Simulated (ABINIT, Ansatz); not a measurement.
# KSnH3 (Pm-3m): zone-centre phonons, part 2 of 4

Which modes does KSnH3 (Pm-3m) have at the zone centre?

ABINIT 10.8.3; DFT PBEsol, scalar-relativistic, plane waves, PseudoDojo norm-conserving pseudopotentials.

So far. Step 2 (Relaxing the cell and atoms): The volume changes by +0.2 % from the cell with which this run began. The relaxed cell has a = 4.310 Å (conventional setting).

The structure was built from a prototype and need not be the compound's stable phase.

### Step 4. Zone-centre response

At q = 0 one unit cell holds all displacements. The response is solved for single atoms along the cell's directions, and symmetry skips those that follow from others. The crystal is treated as a metal, which screens a static field, so no field response is asked.

dfpt_gamma.abi

```

# common to the responses
getwfk_filepath "gso_WFK"
kptopt 2
nqpt 1
qpt 0.0 0.0 0.0
asr 0
chneut 0

# displacements
rfphon 1
rfatpol 1 5
rfdir 1 1 1
tolvrs 1.0d-10
prtwf 0

# basis, mesh and filling
ecut 41.0
ecutsm 3.0
ngkpt 6 6 6
nshiftk 1
shiftk 0.0 0.0 0.0
istwfk *1
occopt 6
tsmear 0.01
nband 20
nstep 100
diemac 1000000.0
prtebands 0
prtgsr 0
useylm 1

# cell and atoms
acell 8.145348493 8.145348493 8.145348493
rprim 
    1.0 0.0 0.0
    0.0 1.0 0.0
    0.0 0.0 1.0
ntypat 3
znucl 19 50 1
natom 5
typat 1 2 3 3 3
xred 
    0.0 0.0 0.0
    0.5 0.5 0.5
    0.5 0.5 0.0
    0.5 0.0 0.5
    0.0 0.5 0.5
pp_dirpath "./pseudo"
pseudos "K.upf, Sn.upf, H.upf"
```

On the command line:

```console
$ OMP_NUM_THREADS=1 mpirun -n 4 abinit dfpt_gamma.abi > dfpt_gamma.log
```

Numbers of over 12 decimals in the logs are rounded to 6 here.

dfpt_gamma.abo, the main output file:

```text
[banners, grids, parts of the stress and lines that vanish by symmetry left out]
- input  file    -> dfpt_gamma.abi
- output file    -> dfpt_gamma.abo
- root for input  files -> dfpt_gammai
- root for output files -> dfpt_gammao

 Symmetries : space group Pm -3 m (#221); Bravais cP (primitive cubic)
================================================================================
 Values of the parameters that define the memory need of the present run (RF).
     intxc =       0      iscf =       7    lmnmax =      18     lnmax =       6
     mgfft =      48  mpssoang =       3    mqgrid =    3001     natom =       5
  nloc_mem =       1    nspden =       1   nspinor =       1    nsppol =       1
      nsym =      48    n1xccc =    2501    ntypat =       3    occopt =       6
   xclevel =       2
-    mband =          20        mffmem =           1         mkmem =          28
-   mkqmem =          28        mk1mem =          28           mpw =        6816
      nfft =      110592          nkpt =         112
- my_mband =          20
================================================================================
================================================================================

--------------------------------------------------------------------------------
------------- Echo of variables that govern the present computation ------------
--------------------------------------------------------------------------------
-
- outvars: echo of selected default values
-   iomode0 =  0 , fftalg0 =312 , wfoptalg0 =  0
-
- outvars: echo of global parameters not present in the input file
-  max_nthreads =    1
-
 -outvars: echo values of preprocessed input variables
 [... echo left out ...]
================================================================================

 chkinp: Checking input parameters for consistency.

[...]
== DATASET  1 ==================================================================
-   mpi_nproc: 4, omp_nthreads: 1 (-1 if OMP is not activated)

--- !DatasetInfo
iteration_state: {dtset: 1, }
dimensions: {natom: 5, nkpt: 112, mband: 20, nsppol: 1, nspinor: 1, nspden: 1, mpw: 6816, }
cutoff_energies: {ecut:  41.0, pawecutdg:  -1.0, }
electrons: {nelect:   2.60000000E+01, charge:   0.00000000E+00, occopt:   6.00000000E+00, tsmear:   1.00000000E-02, }
meta: {optdriver: 1, rfphon: 1, }
...

 mkfilename: getwfk from: gso_WFK

 Real(R)+Recip(G) space primitive vectors, cartesian coordinates (Bohr,Bohr^-1):
 R(1)=  8.1453485  0.0000000  0.0000000  G(1)=  0.1227695  0.0000000  0.0000000
 R(2)=  0.0000000  8.1453485  0.0000000  G(2)=  0.0000000  0.1227695  0.0000000
 R(3)=  0.0000000  0.0000000  8.1453485  G(3)=  0.0000000  0.0000000  0.1227695
 Unit cell volume ucvol=  5.4041701E+02 bohr^3
 Angles (23,13,12)=  9.00000000E+01  9.00000000E+01  9.00000000E+01 degrees
 setup1 : take into account q-point for computing boxcut.

 getcut: wavevector=  0.0000  0.0000  0.0000  ngfft=  48  48  48
         ecut(hartree)=     41.000   => boxcut(ratio)=   2.04444

--- Pseudopotential description ------------------------------------------------
- pspini: atom type   1  psp file is ./pseudo/K.upf

- pspini: atom type   2  psp file is ./pseudo/Sn.upf

- pspini: atom type   3  psp file is ./pseudo/H.upf

   1.08780008E+03                                ecore*ucvol(ha*bohr**3)
--------------------------------------------------------------------------------

 ==>  initialize data related to q vector <==

 The list of irreducible perturbations for this q vector is:
    1)    idir= 1    ipert=   1
    2)    idir= 1    ipert=   2
    3)    idir= 1    ipert=   3
    4)    idir= 3    ipert=   3

[...]
The perturbation idir=   2  ipert=   1 is
 symmetric of a previously calculated perturbation.
 So, its SCF calculation is not needed.

 The perturbation idir=   3  ipert=   1 is
 symmetric of a previously calculated perturbation.
 So, its SCF calculation is not needed.

 The perturbation idir=   2  ipert=   2 is
 symmetric of a previously calculated perturbation.
 So, its SCF calculation is not needed.

 The perturbation idir=   3  ipert=   2 is
 symmetric of a previously calculated perturbation.
 So, its SCF calculation is not needed.

[...]
The perturbation idir=   2  ipert=   5 is
 symmetric of a previously calculated perturbation.
 So, its SCF calculation is not needed.

 The perturbation idir=   3  ipert=   5 is
 symmetric of a previously calculated perturbation.
 So, its SCF calculation is not needed.

--------------------------------------------------------------------------------
 Perturbation wavevector (in red.coord.)   0.000000  0.000000  0.000000
 Perturbation : displacement of atom   1   along direction   1
 Found     8 symmetries that leave the perturbation invariant.

[...]
dfpt_looppert : total number of electrons, from k and k+q
  fully or partially occupied states are    2.600000E+01 and    2.600000E+01.
 Initialisation of the first-order wave-functions :
  ireadwf=   0

--- !BeginCycle
iteration_state: {dtset: 1, }
solver: {iscf: 7, nstep: 100, nline: 4, wfoptalg: 0, }
tolerances: {tolvrs: 1.00E-10, }
...

     iter   2DEtotal(Ha)        deltaE(Ha) residm    vres2
-ETOT  1   3.507181     -2.175E+03 1.091E+01 3.770E+02
 ETOT  2  0.650997     -2.856E+00 4.127E-01 5.828E+02
 ETOT  3  0.404814     -2.462E-01 3.607E-02 1.017E+02
 ETOT  4  0.365524     -3.929E-02 1.636E-02 3.751E+00
 ETOT  5  0.363369     -2.155E-03 4.834E-03 4.015E-01
[...]
At SCF step   11       vres2   =  8.02E-11 < tolvrs=  1.00E-10 =>converged.
[...]
Mean square residual over all n,k,spin=   38.295E-08; max=  13.037E-05

 Thirteen components of 2nd-order total energy (hartree) are
 1,2,3: 0th-order hamiltonian combined with 1st-order wavefunctions
     kin0=   1.86413354E+03 eigvalue=   2.46036882E+02  local=  -1.75895318E+03
 4,5,6: 1st-order hamiltonian combined with 1st and 0th-order wfs
 loc psp =  -1.98072313E+03  Hartree=   5.98491422E+02     xc=  -1.47133854E+02
 note that "loc psp" includes a xc core correction that could be resolved
 7,8,9: eventually, occupation + non-local contributions
    edocc=   1.36709778E+02     enl0=   1.23877591E+03   enl1=  -2.37539788E+03
 1-9 gives the relaxation energy (to be shifted if some occ is /=2.0)
   erelax=  -2.17806051E+03
 10,11,12 Non-relaxation  contributions : frozen-wavefunctions and Ewald
 fr.local=   9.38447603E+02 fr.nonlo=   1.18851375E+03  Ewald=   7.86810904E+01
 13,14 Frozen wf xc core corrections (1) and (2)
 frxc 1  =  -1.66501827E+02  frxc 2 =   1.39283177E+02
 Resulting in :
 2DEtotal=    0.3632801177E+00 Ha. Also 2DEtotal=    0.988535559696E+01 eV
    (2DErelax=   -2.1780605080E+03 Ha. 2DEnonrelax=    2.1784237881E+03 Ha)
    (  non-var. 2DEtotal :    3.6328125253E-01 Ha)

[...]
Perturbation wavevector (in red.coord.)   0.000000  0.000000  0.000000
 Perturbation : displacement of atom   2   along direction   1
 Found     8 symmetries that leave the perturbation invariant.

[...]
dfpt_looppert : total number of electrons, from k and k+q
  fully or partially occupied states are    2.600000E+01 and    2.600000E+01.
 Initialisation of the first-order wave-functions :
  ireadwf=   0

--- !BeginCycle
iteration_state: {dtset: 1, }
solver: {iscf: 7, nstep: 100, nline: 4, wfoptalg: 0, }
tolerances: {tolvrs: 1.00E-10, }
...

     iter   2DEtotal(Ha)        deltaE(Ha) residm    vres2
-ETOT  1   5.589629     -2.208E+04 2.887E+01 8.990E+02
[...]
At SCF step   11       vres2   =  9.46E-12 < tolvrs=  1.00E-10 =>converged.
[...]
Mean square residual over all n,k,spin=   42.582E-08; max=  28.718E-05

 Thirteen components of 2nd-order total energy (hartree) are
 1,2,3: 0th-order hamiltonian combined with 1st-order wavefunctions
     kin0=   2.84628065E+04 eigvalue=   2.56354421E+03  local=  -1.39476257E+04
 4,5,6: 1st-order hamiltonian combined with 1st and 0th-order wfs
 loc psp =  -5.79355421E+03  Hartree=   1.89294763E+03     xc=  -3.50285324E+02
 note that "loc psp" includes a xc core correction that could be resolved
 7,8,9: eventually, occupation + non-local contributions
    edocc=   2.07659084E+01     enl0=   3.44021271E+03   enl1=  -3.83711776E+04
 1-9 gives the relaxation energy (to be shifted if some occ is /=2.0)
   erelax=  -2.20823659E+04
 10,11,12 Non-relaxation  contributions : frozen-wavefunctions and Ewald
 fr.local=   2.71496644E+03 fr.nonlo=   1.91599454E+04  Ewald=   8.63949228E+01
 13,14 Frozen wf xc core corrections (1) and (2)
 frxc 1  =  -7.93138828E+02  frxc 2 =   9.13991521E+02
 Resulting in :
 2DEtotal=   -0.2064516480E+00 Ha. Also 2DEtotal=   -0.561783553531E+01 eV
    (2DErelax=   -2.2082365917E+04 Ha. 2DEnonrelax=    2.2082159465E+04 Ha)
    (  non-var. 2DEtotal :   -2.0645217978E-01 Ha)

[...]
Perturbation wavevector (in red.coord.)   0.000000  0.000000  0.000000
 Perturbation : displacement of atom   3   along direction   1
 Found     4 symmetries that leave the perturbation invariant.

[...]
dfpt_looppert : total number of electrons, from k and k+q
  fully or partially occupied states are    2.600000E+01 and    2.600000E+01.
 Initialisation of the first-order wave-functions :
  ireadwf=   0

--- !BeginCycle
iteration_state: {dtset: 1, }
solver: {iscf: 7, nstep: 100, nline: 4, wfoptalg: 0, }
tolerances: {tolvrs: 1.00E-10, }
...

     iter   2DEtotal(Ha)        deltaE(Ha) residm    vres2
-ETOT  1  0.857784     -6.223E+01 2.223E-01 1.157E+03
[...]
At SCF step   11       vres2   =  7.79E-12 < tolvrs=  1.00E-10 =>converged.
[...]
Mean square residual over all n,k,spin=   55.985E-08; max=  60.077E-05

 Thirteen components of 2nd-order total energy (hartree) are
 1,2,3: 0th-order hamiltonian combined with 1st-order wavefunctions
     kin0=   6.80353022E+01 eigvalue=  -3.73868385E-02  local=  -1.48970671E+01
 4,5,6: 1st-order hamiltonian combined with 1st and 0th-order wfs
 loc psp =  -9.02941695E+01  Hartree=   1.45240285E+01     xc=  -8.98435544E+00
 note that "loc psp" includes a xc core correction that could be resolved
 7,8,9: eventually, occupation + non-local contributions
    edocc=   4.55190753E+00     enl0=  -7.46736759E-01   enl1=  -3.45972147E+01
 1-9 gives the relaxation energy (to be shifted if some occ is /=2.0)
   erelax=  -6.24456921E+01
 10,11,12 Non-relaxation  contributions : frozen-wavefunctions and Ewald
 fr.local=   5.43350620E+01 fr.nonlo=   1.74892339E+01  Ewald=  -8.73917246E+00
 13,14 Frozen wf xc core corrections (1) and (2)
 frxc 1  =   0.00000000E+00  frxc 2 =   0.00000000E+00
 Resulting in :
 2DEtotal=    0.6394312987E+00 Ha. Also 2DEtotal=    0.173998120478E+02 eV
    (2DErelax=   -6.2445692145E+01 Ha. 2DEnonrelax=    6.3085123443E+01 Ha)
    (  non-var. 2DEtotal :    6.3943131149E-01 Ha)

[...]
Perturbation wavevector (in red.coord.)   0.000000  0.000000  0.000000
 Perturbation : displacement of atom   3   along direction   3
 Found     8 symmetries that leave the perturbation invariant.

--------------------------------------------------------------------------------

--------------------------------------------------------------------------------

 dfpt_looppert : total number of electrons, from k and k+q
  fully or partially occupied states are    2.600000E+01 and    2.600000E+01.
 Initialisation of the first-order wave-functions :
  ireadwf=   0

--- !BeginCycle
iteration_state: {dtset: 1, }
solver: {iscf: 7, nstep: 100, nline: 4, wfoptalg: 0, }
tolerances: {tolvrs: 1.00E-10, }
...

     iter   2DEtotal(Ha)        deltaE(Ha) residm    vres2
-ETOT  1  -3.248933     -6.866E+01 8.833E-01 5.481E+02
[...]
ETOT  9  -3.524343     -1.232E-10 4.739E-05 1.485E-09
 ETOT 10  -3.524343      3.979E-12 5.885E-05 4.712E-11

 At SCF step   10       vres2   =  4.71E-11 < tolvrs=  1.00E-10 =>converged.
[...]
Mean square residual over all n,k,spin=   11.699E-08; max=  58.848E-06

 Thirteen components of 2nd-order total energy (hartree) are
 1,2,3: 0th-order hamiltonian combined with 1st-order wavefunctions
     kin0=   6.93613599E+01 eigvalue=   1.42266585E-01  local=  -1.62704025E+01
 4,5,6: 1st-order hamiltonian combined with 1st and 0th-order wfs
 loc psp =  -1.00969862E+02  Hartree=   1.80799505E+01     xc=  -1.15640852E+01
 note that "loc psp" includes a xc core correction that could be resolved
 7,8,9: eventually, occupation + non-local contributions
    edocc=   1.02043121E+01     enl0=  -1.01397107E+00   enl1=  -3.69089981E+01
 1-9 gives the relaxation energy (to be shifted if some occ is /=2.0)
   erelax=  -6.89394301E+01
 10,11,12 Non-relaxation  contributions : frozen-wavefunctions and Ewald
 fr.local=  -7.00940714E+00 fr.nonlo=   1.63769871E+01  Ewald=   5.60475069E+01
 13,14 Frozen wf xc core corrections (1) and (2)
 frxc 1  =   0.00000000E+00  frxc 2 =   0.00000000E+00
 Resulting in :
 2DEtotal=   -0.3524343200E+01 Ha. Also 2DEtotal=   -0.959022640859E+02 eV
    (2DErelax=   -6.8939430061E+01 Ha. 2DEnonrelax=    6.5415086861E+01 Ha)
    (  non-var. 2DEtotal :   -3.5243432862E+00 Ha)

[...]
---- first-order wavefunction calculations are completed ----

 ==> Compute Derivative Database <==

 [... matrices left out ...]
  Phonon wavevector (reduced coordinates) :  0.00000  0.00000  0.00000
 Phonon energies in Hartree :
  -5.397705E-03 -5.397705E-03 -5.397705E-03 -9.720064E-06 -9.720064E-06
  -9.720063E-06  3.427459E-04  3.427459E-04  3.427459E-04  2.190411E-03
   2.190411E-03  2.190411E-03  2.421188E-03  2.421188E-03  2.421188E-03
 Phonon frequencies in cm-1    :
- -1.184659E+03 -1.184659E+03 -1.184659E+03 -2.133308E+00 -2.133307E+00
- -2.133307E+00  7.522402E+01  7.522402E+01  7.522402E+01  4.807396E+02
-  4.807396E+02  4.807396E+02  5.313892E+02  5.313892E+02  5.313892E+02

== END DATASET(S) ==============================================================
================================================================================

 -outvars: echo values of variables after computation
            acell      8.1453484930E+00  8.1453484930E+00  8.1453484930E+00 Bohr
           etotal     -3.5243432003E+00
            fcart      0.0000000000E+00  0.0000000000E+00  0.0000000000E+00
           strten      0.0000000000E+00  0.0000000000E+00  0.0000000000E+00
================================================================================
```

Run time: 4.9 min. Hardware: 4 MPI ranks of Intel Xeon at 2.70GHz, shared host.

Numbers from this step:

```
largest acoustic frequency at the zone centre before the sum rule : -2.13 cm⁻¹
highest optical zone-centre mode (no LO-TO term)                  : 531.4 cm⁻¹
lowest optical zone-centre mode                                   : -1185 cm⁻¹
```

The acoustic modes at Γ come out as far as 2.1 cm⁻¹ from zero, where they should vanish, a small numerical error. The lowest optical mode is imaginary, 1185i cm⁻¹, an instability at this level and on this k mesh.

[end of part 2 of 4]

[Host names and launcher messages were left out of these logs when they were recorded.]

[Logs are printed without paths, hosts, clocks, repeated set-up lines and the standing remarks that a program may print on its own settings, such as how far it seeks lower states.]

[Hosts, paths, dates, database ids (printed as entryN), source tags and the programs' standing remarks are cut or masked in the printed files.]
